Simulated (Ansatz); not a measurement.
# Is Mg (Magnesium, P6_3/mmc) stable when the ions move?, part 2 of 4

Wanted: self-consistent phonon frequencies, thermal pressure and a stability verdict for Mg (Magnesium).

Ansatz 0.2.0; DFT PBEsol, scalar-relativistic, plane waves, PAW; PAW set soft_1.

So far. Step 2 (A first coarse run): The start is under -1.1 GPa at this level and looks like a metal on this mesh. Step 4 (Relaxing to small residual forces and stress): The residual pressure is 0.0029 GPa, small enough for phonons. The relaxed cell has a = 3.191, c = 5.101 Å (conventional setting).

## 5. Sampling the crystal at temperature

Displacements are drawn from a Gaussian whose width depends on temperature, the forces on them update the Gaussian until it is self-consistent, and the free energy's curvature decides stability.

Contents of input.yaml:

```yaml
crystal:
  lattice:
    - [3.1908322567, 0.0, 0.0]
    - [-1.5954161283, 2.7633417936, 0.0]
    - [0.0, 0.0, 5.1010707133]
  atoms:
    - { symbol: Mg, position: [0.3333333333, 0.6666666667, 0.25] }
    - { symbol: Mg, position: [0.6666666667, 0.3333333333, 0.75] }
kpoints:
  mp_grid: { grid: [9, 9, 6] }
hamiltonian:
  xc: pbesol
  pseudopotentials: { kind: paw, azcp: { folder: soft_1 }, xc_functional: pbe }
scf:
  occupations: { method: methfessel_paxton, width: 0.2 }
  lower_state_search: "off"
output:
  stress: true
  eigenvalues: true
phonons:
  method: fd
  supercell: [3, 3, 2]
  temperatures: { t_max: 1000, t_step: 50 }
  qpath:
    path:
      - [[0.0, 0.0, 0.0], [0.5, 0.0, 0.0], [0.33333333, 0.33333333, 0.0], [0.0, 0.0, 0.0], [0.0, 0.0, 0.5], [0.5, 0.0, 0.5], [0.33333333, 0.33333333, 0.5], [0.0, 0.0, 0.5]]
      - [[0.5, 0.0, 0.5], [0.5, 0.0, 0.0]]
      - [[0.33333333, 0.33333333, 0.5], [0.33333333, 0.33333333, 0.0]]
    npoints: 10
  self_consistent:
    temperatures: [150.0, 300.0, 450.0, 600.0, 800.0]
    max_frames: 32
    max_frequency_error: 3.0
  dielectric: false
  interpolated_qmesh: [15, 15, 9]
```

On the command line:

```sh
ansatz run input.yaml --threads 8 --pin off --max-ram 16384MiB --backend cpu --events-out ev --progress --plain --runs-dir out
```

Numbers of over 12 decimals in the logs are rounded to 6 here.

Log:

```text
[...]
Crystal: 36 atoms, lattice volume = 809.604 Å³
Basis set: ecut = 420 eV, 15827 PW (Γ), exchange–correlation on 128×128×144 points (8 copies of the dense FFT grid, shifted against one another)
Bands: 252, of which v1, the nominal top of the filled ones, is band 180 counted from 1 (179 counted from 0)
Symmetry: 432 space group operations
k-points: 6 of 27
[...]
SCF iter   1: F=—  HF=-68833.704129 eV  |F-HF|=—  |Δ(HF+E_count)|=         —  Δρ=4.81e-9  dr2=6.67e-14  ethr=1.00e-12  ⟨swp⟩=3.0  Hψ=3669  notcnv=0  defer=5
[...]
SCF iter   2: F=-68833.704129 eV  HF=-68833.704129 eV  |F-HF|=1.46e-11  |Δ(HF+E_count)|=  1.46e-11  S|Δr|=    0.00e0  Δρ=2.90e-9  dr2=2.87e-14  ethr=1.00e-12  ⟨swp⟩=10.3  Hψ=3678  notcnv=0
SCF 1 converged in 2 iterations: F = -68833.704129 eV  dr2 = 2.87e-14
[...]
Symmetry: 1 space group operations
k-points: 14 of 27 (time reversal used)
[...]
SCF iter   7: F=-68833.704121 eV  HF=-68833.704121 eV  |F-HF|=1.46e-11  |Δ(HF+E_count)|=    0.00e0  S|Δr|=    0.00e0  Δρ=7.40e-9  dr2=5.57e-13  ethr=1.00e-12  ⟨swp⟩=5.0  Hψ=11100  notcnv=0
SCF 2 converged in 7 iterations: F = -68833.704121 eV  dr2 = 5.57e-13
[...]
── the supercell at rest and the probe, ahead of the frames of phonons at temperature ──
[...]
SCF iter   1: F=—  HF=-68834.249610 eV  |F-HF|=—  |Δ(HF+E_count)|=         —  Δρ=1.40e-2  dr2=2.09e0  ethr=3.10e-3  ⟨swp⟩=9.9  Hψ=18731  notcnv=0  defer=78
[...]
SCF iter   8: F=-68833.704129 eV  HF=-68833.704129 eV  |F-HF|=3.93e-10  |Δ(HF+E_count)|=   2.20e-8  S|Δr|=    0.00e0  Δρ=5.76e-7  dr2=1.86e-9  ethr=1.00e-12  ⟨swp⟩=4.0  Hψ=9153  notcnv=0
SCF 1 converged in 8 iterations: F = -68833.704129 eV  dr2 = 1.86e-9
[...]
SCF iter   1: F=—  HF=-68834.248549 eV  |F-HF|=—  |Δ(HF+E_count)|=         —  Δρ=1.40e-2  dr2=2.10e0  ethr=3.10e-3  ⟨swp⟩=9.9  Hψ=18705  notcnv=0  defer=82
[...]
SCF iter   8: F=-68833.702909 eV  HF=-68833.702909 eV  |F-HF|=4.80e-10  |Δ(HF+E_count)|=   2.04e-8  S|Δr|=    0.00e0  Δρ=5.80e-7  dr2=1.89e-9  ethr=1.00e-12  ⟨swp⟩=4.1  Hψ=9161  notcnv=0
SCF 2 converged in 8 iterations: F = -68833.702909 eV  dr2 = 1.89e-9
[...]
── population 1 of phonons at temperature: 8 frames at 800 K, the first ──
── frame 1/8 of population 1 ──
SCF iter   1: F=—  HF=-68830.771324 eV  |F-HF|=—  |Δ(HF+E_count)|=         —  Δρ=1.49e-2  dr2=3.06e0  ethr=3.10e-3  ⟨swp⟩=8.9  Hψ=16704  notcnv=0  defer=162
[...]
SCF iter   9: F=-68829.957526 eV  HF=-68829.957526 eV  |F-HF|=1.06e-9  |Δ(HF+E_count)|=   3.70e-9  S|Δr|=    0.00e0  Δρ=3.75e-7  dr2=1.45e-9  ethr=1.00e-12  ⟨swp⟩=4.0  Hψ=9170  notcnv=0
SCF 1 converged in 9 iterations: F = -68829.957526 eV  dr2 = 1.45e-9
[...]
── frame 2/8 of population 1 ──
SCF iter   1: F=—  HF=-68830.586403 eV  |F-HF|=—  |Δ(HF+E_count)|=         —  Δρ=1.49e-2  dr2=3.13e0  ethr=3.10e-3  ⟨swp⟩=8.9  Hψ=16776  notcnv=0  defer=165
[...]
SCF iter   9: F=-68829.759745 eV  HF=-68829.759745 eV  |F-HF|=1.18e-9  |Δ(HF+E_count)|=   3.74e-9  S|Δr|=    0.00e0  Δρ=3.98e-7  dr2=1.16e-9  ethr=1.00e-12  ⟨swp⟩=4.0  Hψ=9168  notcnv=0
SCF 1 converged in 9 iterations: F = -68829.759745 eV  dr2 = 1.16e-9
[...]
── frame 3/8 of population 1 ──
SCF iter   1: F=—  HF=-68830.801127 eV  |F-HF|=—  |Δ(HF+E_count)|=         —  Δρ=1.49e-2  dr2=3.21e0  ethr=3.10e-3  ⟨swp⟩=9.1  Hψ=16820  notcnv=0  defer=163
[...]
SCF iter   9: F=-68829.983874 eV  HF=-68829.983874 eV  |F-HF|=9.46e-10  |Δ(HF+E_count)|=   2.55e-9  S|Δr|=    0.00e0  Δρ=3.60e-7  dr2=1.15e-9  ethr=1.00e-12  ⟨swp⟩=4.0  Hψ=9168  notcnv=0
SCF 1 converged in 9 iterations: F = -68829.983874 eV  dr2 = 1.15e-9
── frame 4/8 of population 1 ──
SCF iter   1: F=—  HF=-68830.962400 eV  |F-HF|=—  |Δ(HF+E_count)|=         —  Δρ=1.49e-2  dr2=3.16e0  ethr=3.10e-3  ⟨swp⟩=9.0  Hψ=16785  notcnv=0  defer=165
[...]
SCF iter   9: F=-68830.145596 eV  HF=-68830.145596 eV  |F-HF|=5.38e-10  |Δ(HF+E_count)|=   2.15e-9  S|Δr|=    0.00e0  Δρ=3.00e-7  dr2=1.03e-9  ethr=1.00e-12  ⟨swp⟩=4.0  Hψ=9166  notcnv=0
SCF 1 converged in 9 iterations: F = -68830.145596 eV  dr2 = 1.03e-9
[...]
── frame 5/8 of population 1 ──
SCF iter   1: F=—  HF=-68830.927406 eV  |F-HF|=—  |Δ(HF+E_count)|=         —  Δρ=1.49e-2  dr2=3.36e0  ethr=3.10e-3  ⟨swp⟩=8.9  Hψ=16735  notcnv=0  defer=178
[...]
stress (GPa, positive in compression): xx 1.9431 ± 0.0089, yy 1.9431 ± 0.0089, zz 2.4441 ± 0.0218, yz 0.0000 ± 0.0000, xz 0.0000 ± 0.0000, xy -0.0000 ± 0.0000
      by the supercell's own 105 modes alone, which lack the rigid motions: in the warmth about 1/36 of what the motion makes, which no ± holds; not to be laid beside figures on a mesh
    nothing is told beyond the Gaussian: the rings are not walked yet
    frequencies (cm⁻¹; below zero: imaginary; ±: error) of the harmonic crystal, of the Gaussian, of the free energy's second derivatives, each in its own ascending order
      q 0.0000 0.0000 0.0000
           131.08      132.48 ±  0.18      116.82 ±  0.28
           131.08      132.48 ±  0.18      116.82 ±  0.28
           269.44      284.66 ±  0.37      272.74 ±  0.44
      q 0.0000 0.0000 0.5000
            97.64       97.53 ±  0.09       88.77 ±  0.13
            97.64       97.53 ±  0.09       88.77 ±  0.13
            97.64       97.53 ±  0.09       88.77 ±  0.13
            97.64       97.53 ±  0.09       88.77 ±  0.13
           177.29      191.04 ±  0.42      180.13 ±  0.58
           177.29      191.04 ±  0.42      180.13 ±  0.58
      q 0.0000 0.3333 0.0000, and 5 like it
           104.35      105.88 ±  0.10       97.20 ±  0.18
           114.31      119.14 ±  0.19      108.07 ±  0.26
           175.48      180.51 ±  0.08      169.46 ±  0.12
           191.09      203.92 ±  0.11      193.25 ±  0.18
           218.22      230.65 ±  0.14      217.81 ±  0.18
           220.50      236.97 ±  0.15      222.54 ±  0.30
      q 0.0000 0.3333 0.5000, and 5 like it
           142.11      146.08 ±  0.05      134.77 ±  0.09
           142.11      146.08 ±  0.05      134.77 ±  0.09
           154.43      160.95 ±  0.07      150.28 ±  0.22
           154.43      160.95 ±  0.07      150.28 ±  0.22
           233.03      246.48 ±  0.09      234.18 ±  0.23
           233.03      246.48 ±  0.09      234.18 ±  0.23
      q 0.3333 0.3333 0.0000, and 1 like it
           177.18      186.81 ±  0.19      172.13 ±  0.27
[...]
217.96      232.91 ±  0.50      220.87 ±  1.08
      q 0.3333 0.3333 0.5000, and 1 like it
           136.37      140.48 ±  0.10      128.11 ±  0.28
           136.37      140.48 ±  0.10      128.11 ±  0.28
           207.73      218.80 ±  0.17      207.78 ±  0.41
           207.73      218.80 ±  0.17      207.78 ±  0.41
           233.87      248.00 ±  0.20      233.25 ±  0.27
           233.87      248.00 ±  0.20      233.25 ±  0.27
--- Phonons: 1 displaced member + reference (amplitude 0.0025 Å, Σ member SCF iterations 7) ---
  symmetry images taken by strict's conditions (phonons.symmetry_images: auto; settled by no image being taken that strict refuses)
  ASR residual: 1.238e-5 → 0.000e0 eV/Å²; symmetrization residual: 6.691e-6 eV/Å²
  largest component of a force at the reference: 2.5e-17 eV/Å
  ASR residual per site (eV/Å²): 1.24e-5 1.24e-5
  Γ frequencies (cm⁻¹): 0.00 0.00 0.00 131.08 131.08 269.44
  density of states and harmonic sums: on the 15×15×9 q-mesh, interpolated from the force constants of a 3×3×2 supercell (no non-analytic term)
  largest difference from the sums on the solved wave vectors: F 3.58e-2 eV, S 5.00e-5 and C_V 1.42e-5 eV/K
  zero-point energy: 0.063680 eV/cell   skipped modes (ω ≤ 0): 3   left out of the sums: 2.47e-4 of the cell's modes: C_V's classical limit lies that fraction below 3 k_B per atom; for a crystal, a wire or a layer, F and S can be off by more, and a phonons.interpolated_qmesh denser along its periods is the remedy for the sampling
--- Phonons at temperature: the self-consistent harmonic approximation ---
  falls short of what was asked for: at 150 K there are none
  32 frames of 36 atoms (3×3×2 cells), in populations of 8, 8 at 800 K and 8 at 300 K and 8 at 450 K: more are wanted, and no further population, 8 frames at the least, fits in what max_frames allows one start; under checkpoint.write `ansatz run <dir>` goes on
  at 150 K
    no phonons: the frames stand for 2.01 of the Gaussian that they lead to, and 6 are the fewest that correct a model: more frames are wanted
  at 300 K
    the largest error of a frequency is 0.04 times what was asked for; the fitted model misses 1.2 % of the forces, every mode counted alike and far frames for less, of frames that it was not fitted to; the frames count as 8.8 of this Gaussian
    softest of the free energy's second derivatives: 94.13 ± 0.06 cm⁻¹ at q 0.0000 0.0000 0.5000; not told ahead of this temperature's last population
    the crystal stands in this phase at this temperature, as far as these wave vectors tell
    the ions' mean positions are those at rest
    free energy -3824.125759 ± 0.000014 eV a cell, of which vibrations -0.031085; entropy 62.471 ± 0.007 J/(mol·K) of cells
      by the harmonic crystal on the mesh of its thermodynamic functions, with what the supercell's own 105 modes hold beyond it; by those alone vibrations -0.025494, entropy 59.299
      a free energy on a mesh is no bound; the supercell's own free energy is the best Gaussian's, an upper bound on the crystal's: what lies beyond it on the fitted surface stands below, to be added
    pressure 0.9219 ± 0.0026 GPa; at rest 0.0860, so that the ions' motion makes +0.8359
[...]
beyond the Gaussian, in the hollow that it stands in and those that the ions reach from there, by exact statistics on the surface that is fitted to the frames (rings of 4 beads):
      free energy -0.001509 ± 0.000063 eV a cell
      leaving out a pair of frames, or group of many, changes the fitted energy by up to 0.01 k_B T, T the rings' temperature (one standard deviation); of these ± those of the frequencies lack the bias that few frames leave, and those of the mean squares the mean places' part of it
      pressure +0.0188 ± 0.0024 GPa; with it, by the rings' own mean, 0.9407 ± 0.0036, so that the ions' motion makes +0.8547: by the supercell's own 105 modes alone, as the Gaussian's
      mean square displacement, over the three axes, of site 0 from 0, Mg, the most changed: 0.03722 ± 0.00013 Å², of which +0.00234 beyond the Gaussian's
      softest frequency by how far the rings' centres move (above zero always: no sign of whether the crystal stands): 93.93 ± 0.38 cm⁻¹ at q 0.0000 0.0000 0.5000
[...]
q 0.0000 0.0000 0.0000
           131.08      131.76 ±  0.07      125.46 ±  0.09
           131.08      131.76 ±  0.07      125.46 ±  0.09
           269.44      275.45 ±  0.19      270.63 ±  0.30
      q 0.0000 0.0000 0.5000
            97.64       97.65 ±  0.05       94.13 ±  0.06
            97.64       97.65 ±  0.05       94.13 ±  0.06
            97.64       97.65 ±  0.05       94.13 ±  0.06
            97.64       97.65 ±  0.05       94.13 ±  0.06
[...]
q 0.0000 0.3333 0.0000, and 5 like it
[...]
q 0.0000 0.3333 0.5000, and 5 like it
[...]
q 0.3333 0.3333 0.0000, and 1 like it
[...]
q 0.3333 0.3333 0.5000, and 1 like it
[...]
at 450 K
[...]
the ions' mean positions are those at rest
[...]
pressure 1.2801 ± 0.0108 GPa; at rest 0.0860, so that the ions' motion makes +1.1941
[...]
free energy -0.003561 ± 0.000109 eV a cell
[...]
q 0.0000 0.0000 0.0000
[...]
q 0.0000 0.0000 0.5000
[...]
q 0.0000 0.3333 0.0000, and 5 like it
[...]
q 0.0000 0.3333 0.5000, and 5 like it
[...]
q 0.3333 0.3333 0.0000, and 1 like it
[...]
q 0.3333 0.3333 0.5000, and 1 like it
[...]
at 600 K
[...]
the ions' mean positions are those at rest
[...]
pressure 1.6347 ± 0.0127 GPa; at rest 0.0860, so that the ions' motion makes +1.5487
[...]
free energy -0.006138 ± 0.000203 eV a cell
[...]
q 0.0000 0.0000 0.0000
[...]
q 0.0000 0.0000 0.5000
[...]
q 0.0000 0.3333 0.0000, and 5 like it
[...]
q 0.0000 0.3333 0.5000, and 5 like it
[...]
q 0.3333 0.3333 0.0000, and 1 like it
[...]
q 0.3333 0.3333 0.5000, and 1 like it
[...]
at 800 K
[...]
the ions' mean positions are those at rest
[...]
pressure 2.1101 ± 0.0103 GPa; at rest 0.0860, so that the ions' motion makes +2.0241
[...]
free energy -0.010801 ± 0.000516 eV a cell
[...]
q 0.0000 0.0000 0.0000
[...]
q 0.0000 0.0000 0.5000
[...]
q 0.0000 0.3333 0.0000, and 5 like it
[...]
q 0.0000 0.3333 0.5000, and 5 like it
[...]
q 0.3333 0.3333 0.0000, and 1 like it
           177.18      186.81 ±  0.19      172.13 ±  0.27
           177.18      186.81 ±  0.19      172.13 ±  0.27
           184.06      195.00 ±  0.13      182.69 ±  0.33
           184.06      200.67 ±  0.18      182.69 ±  0.33
           186.45      200.67 ±  0.18      186.24 ±  0.53
           217.96      232.91 ±  0.50      220.87 ±  1.08
      q 0.3333 0.3333 0.5000, and 1 like it
           136.37      140.48 ±  0.10      128.11 ±  0.28
           136.37      140.48 ±  0.10      128.11 ±  0.28
           207.73      218.80 ±  0.17      207.78 ±  0.41
           207.73      218.80 ±  0.17      207.78 ±  0.41
           233.87      248.00 ±  0.20      233.25 ±  0.27
           233.87      248.00 ±  0.20      233.25 ±  0.27
Error: phonons at temperature: no further population, 8 frames at the least, fits in what phonons.self_consistent.max_frames allows one start, and more are wanted: allow more, or, under checkpoint.write, run the directory again, which goes on from those that it has
The harmonic force constants that this run solved are whole in <dir>
```

It took 32 min on 8 threads of Arm Neoverse V1, shared host; peak memory 7.3 GiB.

This step gave:

```yaml
frames_solved: 32
pressure_of_the_lattice_at_rest: 0.08601 GPa
```

300 K; each column in its own order of rank; one wavevector of each set of like ones; translations left out; no LO-TO term. Modes at 300K, by row:

```
    q1      q2   q3  rank  harmonic (cm⁻¹)  gaussian (cm⁻¹)  gaussian error (cm⁻¹)  hessian (cm⁻¹)  hessian error (cm⁻¹)  path integral (cm⁻¹)  path integral error (cm⁻¹)
     0       0    0     1            131.1            131.8                    0.1           125.5                   0.1                 125.1                         0.4
     0       0    0     2            131.1            131.8                    0.1           125.5                   0.1                 125.1                         0.4
     0       0    0     3            269.4            275.4                    0.2           270.6                   0.3                 270.9                         0.6
     0       0  0.5     1             97.6             97.6                      0            94.1                   0.1                  93.9                         0.4
     0       0  0.5     2             97.6             97.6                      0            94.1                   0.1                  93.9                         0.4
     0       0  0.5     3             97.6             97.6                      0            94.1                   0.1                  93.9                         0.4
     0       0  0.5     4             97.6             97.6                      0            94.1                   0.1                  93.9                         0.4
     0       0  0.5     5            177.3            183.3                    0.2           178.7                   0.2                 178.9                         0.5
     0       0  0.5     6            177.3            183.3                    0.2           178.7                   0.2                 178.9                         0.5
     0  0.3333    0     1            104.3            104.9                    0.1           101.5                   0.1                 101.2                         0.3
     0  0.3333    0     2            114.3            116.4                      0           111.9                   0.1                 111.7                         0.2
     0  0.3333    0     3            175.5            177.8                    0.1           173.3                   0.1                 173.1                         0.3
     0  0.3333    0     4            191.1            196.9                    0.1           192.6                   0.1                 192.5                         0.3
     0  0.3333    0     5            218.2            223.6                    0.1           218.2                   0.1                   218                         0.3
     0  0.3333    0     6            220.5            227.8                    0.2           221.9                   0.3                   222                         0.5
     0  0.3333  0.5     1            142.1            143.9                      0           139.3                   0.1                   139                         0.3
     0  0.3333  0.5     2            142.1            143.9                      0           139.3                   0.1                   139                         0.3
     0  0.3333  0.5     3            154.4            157.2                    0.1           152.9                   0.1                 152.6                         0.2
     0  0.3333  0.5     4            154.4            157.2                    0.1           152.9                   0.1                 152.6                         0.2
     0  0.3333  0.5     5              233              239                      0             234                   0.1                 233.7                         0.3
     0  0.3333  0.5     6              233              239                      0             234                   0.1                 233.7                         0.3
0.3333  0.3333    0     1            177.2            181.4                    0.1           175.4                   0.2                 175.3                         0.4
0.3333  0.3333    0     2            177.2            181.4                    0.1           175.4                   0.2                 175.3                         0.4
0.3333  0.3333    0     3            184.1            190.2                    0.2             184                   0.3                 183.9                         0.6
0.3333  0.3333    0     4            184.1            191.4                    0.2             184                   0.3                 183.9                         0.6
0.3333  0.3333    0     5            186.4            191.4                    0.2           186.6                   0.2                   186                         0.5
0.3333  0.3333    0     6              218            224.7                    0.2           219.8                   0.2                 220.2                         0.8
0.3333  0.3333  0.5     1            136.4            138.2                      0           133.2                   0.3                 132.8                         0.2
0.3333  0.3333  0.5     2            136.4            138.2                      0           133.2                   0.3                 132.8                         0.2
0.3333  0.3333  0.5     3            207.7            212.7                    0.1           208.2                   0.2                   208                         0.5
0.3333  0.3333  0.5     4            207.7            212.7                    0.1           208.2                   0.2                   208                         0.5
0.3333  0.3333  0.5     5            233.9            239.8                    0.2           233.8                   0.7                   233                         0.6
0.3333  0.3333  0.5     6            233.9            239.8                    0.2           233.8                   0.7                   233                         0.6
```

(Part 2 of 4 ends here.)

[Logs are printed without paths, hosts, clocks, repeated set-up lines and the standing remarks that a program may print on its own settings, such as how far it seeks lower states.]

[Hosts, paths, dates, database ids (printed as entryN), source tags and the programs' standing remarks are cut or masked in the printed files.]

[A step with changed settings may run another functional than the one named; its input shows which.]
